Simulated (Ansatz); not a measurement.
# Sensitivity of the G0W0 gap of BaTiO3 (R3m)

A base run on BaTiO3 (R3m), then changed inputs.

Main program and level: Ansatz 0.2.0; G0W0 on LDA, plane waves, PAW; PAW set soft_1.

### Step 1. Set-up

The structure is trigonal, space group R3m (No. 160). Conventional cell: a = 5.655 Å, b = 5.655 Å, c = 6.955 Å, α = 90.00°, β = 90.00°, γ = 120.00°. Ba has 12 O at 2.79 to 2.89 Å nearest. Nearest to Ti lie 6 O at 1.87 to 2.14 Å. Nearest to O lie 2 Ti at 1.87 to 2.14 Å and 4 Ba at 2.79 to 2.89 Å. Farther neighbours and most contacts between anions are not listed.

The cell and positions come from the Crystallography Open Database and are kept as given unless a step says otherwise. Spin-orbit coupling is left out unless a step names it.

### Step 2. The base run: 4×4×4 mesh, 145 empty bands, screening to 100 eV, plasmon pole, PAW set soft_1 files

Now the one-shot GW correction: screening in the RPA, then the self-energy of the levels asked for. This step takes PAW set soft_1 files.

input.yaml reads:

```yaml
crystal:
  lattice:
    - [2.8273666084, 1.6323808724, 2.3183934932]
    - [-2.8273666084, 1.6323808724, 2.3183934932]
    - [0.0, -3.2647617449, 2.3183934932]
  atoms:
    - { symbol: Ba, position: [0.0, 0.0, 0.0] }
    - { symbol: Ti, position: [0.4845, 0.4845, 0.4845] }
    - { symbol: O, position: [0.5086, 0.5086, 0.0175] }
    - { symbol: O, position: [0.0175, 0.5086, 0.5086] }
    - { symbol: O, position: [0.5086, 0.0175, 0.5086] }
kpoints:
  mp_grid: { grid: [4, 4, 4] }
hamiltonian:
  xc: lda
  pseudopotentials: { kind: paw, azcp: { folder: soft_1 }, xc_functional: pbe }
scf:
  occupations: { method: fixed }
gw:
  n_empty_bands: 145
  ecut_chi: 100
  qp_bands: [v2, c2]
  qp_kpoints: band_edges
  screening: { model: godby_needs }
```

The run is started by

```console
$ ansatz run input.yaml --threads 3 --pin off --max-ram 92160MiB --backend cuda --events-out ev --progress --plain --runs-dir out --devices 1 --max-vram 13GiB
```

Numbers of over 12 decimals in the logs are rounded to 6 here.

Log:

```text
GPUs: using 1 of 1 available (devices: 1).
Engine: ansatz 0.2.0, x86_64-unknown-linux-gnu
Pseudopotentials: kind: paw
Pseudopotential: Ba, paw, valence charge 10, recommended cutoff 420 eV (normal), soft_1/Ba.paw.azcp
Pseudopotential: Ti, paw, valence charge 12, recommended cutoff 420 eV (normal), soft_1/Ti.paw.azcp
Pseudopotential: O, paw, valence charge 6, recommended cutoff 420 eV (normal), soft_1/O.paw.azcp
Functional definition: SPW92
  exchange = slater_x
  correlation = pw_c
device memory: the entry about to start is reckoned to put 0.6 GiB on a device that reports 44.0 GiB free (of which the cap on the GPU budget leaves the run 13.0 GiB)
GPU FFT provider: cuFFT
GPU libraries: cuBLAS 13.8.2, cuFFT 12.4.0, cuSOLVER 12.3.4
Crystal: 5 atoms, lattice volume = 64.201 Å³
Basis set: ecut = 420 eV, 1237 PW (Γ)
Bands: 25, of which v1, the nominal top of the filled ones, is band 20 counted from 1 (19 counted from 0)
Symmetry: 6 space group operations
Space group: R3m (ITA 160), of the structure as read, at distance tolerance 4.0e-5 Å
k-points: 13 of 64 (time reversal used)
Non-local potential: Ba, projectors of the file, l = 0: 3, l = 1: 2, l = 2: 2, l = 3: 2
Non-local potential: Ti, projectors of the file, l = 0: 3, l = 1: 2, l = 2: 3, l = 3: 1
Non-local potential: O, projectors of the file, l = 0: 2, l = 1: 2, l = 2: 1
PAW form: soft (Blöchl's): semilocal exchange-correlation on the pseudo side does not see the compensation charge
PAW frozen core: Ba, regenerated for the run's functional, and the local potential with it (the file was generated under x = pbe(κ = 0.804, μ = 0.219515), c = pbe(β = 0.066725))
PAW frozen core: Ti, regenerated for the run's functional, and the local potential with it (the file was generated under x = pbe(κ = 0.804, μ = 0.219515), c = pbe(β = 0.066725))
PAW frozen core: O, regenerated for the run's functional, and the local potential with it (the file was generated under x = pbe(κ = 0.804, μ = 0.219515), c = pbe(β = 0.066725))
PAW one-centre angular grid: Ba, 194 points (default); XC on 64 Gauss nodes
PAW one-centre angular grid: Ti, 590 points (default); XC on 64 Gauss nodes
PAW one-centre angular grid: O, 110 points (default); XC on 64 Gauss nodes
Initial density: superposition of atomic densities (chi_scale 0.1, normalization cell, long waves kept (reshape's long-wave potential 0.00 eV rms))
Initial wavefunctions: pseudopotential atomic-orbital guess
GPU buffer pool allocated for 19683 grid points (all kernels)
GPU transforms: local potential and band sums: pruned to the plane-wave sphere, on 27×27×27
Functional: x = slater, c = lda
SCF iter   1: F=—  HF=-9905.097852 eV  |F-HF|=—  |Δ(HF+E_count)|=         —  Δρ=5.59e-2  dr2=1.95e0  ethr=3.10e-3  ⟨swp⟩=4.8  Hψ=1256  notcnv=0  defer=25
[...]
E_kinetic    = 942.908697
  E_local      = -2203.235027  (includes V_loc(G=0)·N_el)
  E_nonlocal   = 320.908708
  E_hartree    = 842.706114
  E_xc         = -526.072883
  E_vxc        = -549.301188  (∫ρ·V_xc dr)
  E_paw        = -6473.487251  (= ΣΔE_a)
  E_vpaw       = -347.775393  (= ΣTr[D̂ρ^β])
  E_aug_tail   = 0.002241  (compensation charges beyond the density's cutoff)
  E_ewald      = -2809.213684
  E_core_change = 0.899235  (= ΣΔE_core)
  E_smearing   = -0.000000  (= −TS)
  E_closure    = -0.000000  (closes the sum)
  Σ components = -9904.583849   (vs F -9904.583849, Δ=0.00e0)
--- Band table (eV; the first three rows and the last of 13) ---
  k-point 0: bands = [... 16 lower, 8.7190, 9.3230, 9.4671, 9.4671, 12.1724, 12.1724, 12.3276, 14.3943, ... 1 higher]
  k-point 1: bands = [... 16 lower, 8.3858, 8.6098, 9.1870, 9.2337, 12.2621, 12.8858, 12.9677, 14.3854, ... 1 higher]
  k-point 2: bands = [... 16 lower, 8.1369, 8.1936, 8.8900, 9.0296, 12.3296, 13.6160, 13.7113, 14.3554, ... 1 higher]
  k-point 12: bands = [... 16 lower, 7.5310, 9.8031, 9.8031, 9.8180, 14.1730, 14.3218, 14.3218, 16.4735, ... 1 higher]
--- G₀W₀: ω_p = 29.3100 eV, 64 q-points, 145 empty bands' worth ---
  eigenvalues of the whole cell's RPA ε∞ on this k-mesh (on a slab, of 1 + 4πα/V) = 5.4363, 5.9182, 5.9182; static W/v taken at q = 0 is 0.173852
  GN-PPA: 443462/1364727 pairs with Re ω̃² < 0 across q-mesh
  gw.qp_kpoints: band_edges: 9 of 13 stored k-points solved, in 1 pass; an edge of the gap read off the rows below is read off those points alone
    valence top: of the k-points left out ik 8 came nearest to being solved in a further pass, in band 20 (counted from 1, as in the quasiparticle table): it holds the edge there only if its correction is more favourable than any solved in that band by at least 0.459 eV; those differ by 0.107 eV
    conduction bottom: of the k-points left out ik 9 came nearest to being solved in a further pass, in band 21 (counted from 1, as in the quasiparticle table): it holds the edge there only if its correction is more favourable than any solved in that band by at least 0.976 eV; those differ by 0.253 eV
    ik  band        ε_KS         Σx   Σc(E_QP)       V_xc       Z   E_QP_lin       E_QP  E_QP is
     0    19      9.4671   -25.7743     4.3407   -21.4345  0.7716     9.4680     9.4680  root
     0    20      9.4671   -25.7743     4.3407   -21.4345  0.7716     9.4680     9.4680  root
     0    21     12.1724   -13.0308    -5.9028   -20.6661  0.7808    13.9238    13.9049  root
     0    22     12.1724   -13.0308    -5.9028   -20.6661  0.7808    13.9238    13.9049  root
     1    19      9.1870   -25.2030     4.2037   -20.9786  0.7717     9.1663     9.1663  root
     1    20      9.2337   -25.7688     4.4697   -21.2661  0.7712     9.2008     9.2008  root
     1    21     12.2621   -13.2466    -5.9454   -20.9404  0.7791    14.0299    14.0105  root
     1    22     12.8858   -13.9882    -6.1492   -21.9528  0.7707    14.7238    14.7012  root
[...]
12    19      9.8031   -25.7385     4.8123   -20.8824  0.7657     9.7594     9.7594  root
    12    20      9.8180   -25.7631     4.8243   -20.8952  0.7659     9.7744     9.7744  root
    12    21     14.1730   -14.6101    -7.1287   -23.7242  0.7525    16.1917    16.1583  root
    12    22     14.3218   -14.7070    -7.2004   -23.9194  0.7509    16.3675    16.3338  root
[key lines of the parts left out:]
SCF converged after 8 iterations
Free energy (F): -9904.583849 eV
Fermi energy:    9.818031 eV
```

It took 19 s on 1 × NVIDIA H100 80GB HBM3 (shared by 6 runs) with 3 threads of AMD EPYC 7R13 (Zen 3), shared host; peak memory 1.2 GiB; 25 s of CPU time.

This step gave:

| Quantity | Value |
| --- | --- |
| bands summed | 165 |
| plasmon-pole fit frequency | 29.31 eV |
| RPA ε∞ on this mesh (eigenvalues) | 5.436, 5.918, 5.918 |
| plane waves in the screening matrix | 147 |
| q-points in the mesh | 64 |
| G0W0 gap on the mesh | 4.130 eV |
| k of the valence top | -0.5, -0.5, -0.5 |
| k of the conduction bottom | 0, 0, 0 |
| starting gap on the mesh | 2.354 eV |
| Z at the valence top | 0.7659 |
| Z at the conduction bottom | 0.7808 |
| least direct G0W0 gap on the computed points | 4.437 eV |

The gap on the mesh goes from 2.35 eV to 4.13 eV, a correction of +1.78 eV. Between the two edge states, bare exchange in place of the xc potential would open the gap by 12.50 eV, and correlation takes back 10.73 eV.

### Step 3. Variant: plasmon pole at a typed frequency

input.yaml, as its differences from that of step 2:

```diff
@@ -24 +24,2 @@
   screening: { model: godby_needs }
+  plasmon_pole_fit_frequency: 25
```

Log:

```text
GPUs: using 1 of 1 available (devices: 1).
[...]
GPU FFT provider: cuFFT
GPU libraries: cuBLAS 13.8.2, cuFFT 12.4.0, cuSOLVER 12.3.4
Crystal: 5 atoms, lattice volume = 64.201 Å³
Basis set: ecut = 420 eV, 1237 PW (Γ)
Bands: 25, of which v1, the nominal top of the filled ones, is band 20 counted from 1 (19 counted from 0)
Symmetry: 6 space group operations
[...]
k-points: 13 of 64 (time reversal used)
[...]
GPU buffer pool allocated for 19683 grid points (all kernels)
[...]
SCF iter   1: F=—  HF=-9905.097852 eV  |F-HF|=—  |Δ(HF+E_count)|=         —  Δρ=5.59e-2  dr2=1.95e0  ethr=3.10e-3  ⟨swp⟩=4.8  Hψ=1256  notcnv=0  defer=25
[...]
SCF iter   8: F=-9904.583849 eV  HF=-9904.583849 eV  |F-HF|=7.15e-9  |Δ(HF+E_count)|=   4.76e-8  Δρ=6.16e-6  dr2=1.71e-8  ethr=2.50e-10  ⟨swp⟩=8.5  Hψ=1296  notcnv=0
SCF 1 converged in 8 iterations: F = -9904.583849 eV  dr2 = 1.71e-8
[...]
NSCF: frozen V_eff on 13 k-points, pencils in batches of 32, up to order 100
[...]
NSCF: frozen V_eff on 13 k-points
G₀W₀ screening: q 1/13
[... further progress lines ...]
[...]
SCF converged after 8 iterations
Free energy (F): -9904.583849 eV
[...]
Internal energy: -9904.583849 eV  (E = F + TS)
E sigma→0 (E₀):  -9904.583849 eV
Fermi energy:    9.818031 eV
[...]
--- Band table (eV; the first three rows and the last of 13) ---
  k-point 0: bands = [... 16 lower, 8.7190, 9.3230, 9.4671, 9.4671, 12.1724, 12.1724, 12.3276, 14.3943, ... 1 higher]
  k-point 1: bands = [... 16 lower, 8.3858, 8.6098, 9.1870, 9.2337, 12.2621, 12.8858, 12.9677, 14.3854, ... 1 higher]
  k-point 2: bands = [... 16 lower, 8.1369, 8.1936, 8.8900, 9.0296, 12.3296, 13.6160, 13.7113, 14.3554, ... 1 higher]
  k-point 12: bands = [... 16 lower, 7.5310, 9.8031, 9.8031, 9.8180, 14.1730, 14.3218, 14.3218, 16.4735, ... 1 higher]
--- G₀W₀: ω_p = 25.0000 eV, 64 q-points, 145 empty bands' worth ---
[...]
GN-PPA: 463996/1364727 pairs with Re ω̃² < 0 across q-mesh
[...]
0    19      9.4671   -25.7743     4.3536   -21.4345  0.7657     9.4809     9.4809  root
     0    20      9.4671   -25.7743     4.3536   -21.4345  0.7657     9.4809     9.4809  root
     0    21     12.1724   -13.0308    -5.9031   -20.6661  0.7735    13.9250    13.9046  root
     0    22     12.1724   -13.0308    -5.9031   -20.6661  0.7735    13.9250    13.9046  root
     1    19      9.1870   -25.2030     4.2193   -20.9786  0.7657     9.1819     9.1819  root
     1    20      9.2337   -25.7688     4.4836   -21.2661  0.7652     9.2147     9.2147  root
     1    21     12.2621   -13.2466    -5.9470   -20.9404  0.7716    14.0297    14.0089  root
     1    22     12.8858   -13.9882    -6.1572   -21.9528  0.7628    14.7161    14.6932  root
[...]
12    19      9.8031   -25.7385     4.8248   -20.8824  0.7595     9.7719     9.7719  root
    12    20      9.8180   -25.7631     4.8364   -20.8952  0.7597     9.7864     9.7865  root
    12    21     14.1730   -14.6101    -7.1499   -23.7242  0.7440    16.1680    16.1372  root
    12    22     14.3218   -14.7070    -7.2246   -23.9194  0.7423    16.3419    16.3096  root
```

Elapsed: 13 s, on 1 × NVIDIA H100 80GB HBM3 (shared by 6 runs) with 3 threads; peak memory 1.2 GiB.

The G0W0 gap on the mesh is 4.118 eV.

Against the base:

| setting | base | variant |
| --- | --- | --- |
| plasmon pole fit frequency | - | 25 |

| quantity | variant | base |
| --- | --- | --- |
| starting gap on the mesh | 2.354 | 2.354 |
| G0W0 gap on the mesh | 4.118 | 4.130 |
| least direct G0W0 gap on the computed points | 4.424 | 4.437 |
| Z at the valence top | 0.760 | 0.766 |
| Z at the conduction bottom | 0.773 | 0.781 |

### Step 4. Outcome

```json
{
  "base": "4.13 eV, 19 s",
  "plasmon pole at a typed frequency": "4.12 eV, 13 s"
}
```

In words: Plasmon pole at a typed frequency: the gap moves by −0.01 eV. All runs here use a coarse mesh and modest cutoffs; they test settings and are not final values. The 4×4×4 mesh is coarse for this cell (its supercell is 16 Å along the shortest edge). The RPA ε∞ on it, from the LDA start, is 5.44 and 5.92; such meshes misread the long-range screening, most where the gap is narrow. The many-body steps are scalar-relativistic: spin-orbit coupling is not in them.

[Paths, hosts, dates, memory and timing lines, banners, echoed tables and standing remarks are left out of the program output.]

[Logs are printed without paths, hosts, clocks, repeated set-up lines and the standing remarks that a program may print on its own settings, such as how far it seeks lower states.]

[Runs of the session that timed out or met a known fault of the program may be left out.]

[Cells called generated may have been cut or substituted from an entry of the Crystallography Open Database or the Materials Project.]

[Hosts, paths, dates, database ids (printed as entryN), source tags and the programs' standing remarks are cut or masked in the printed files.]
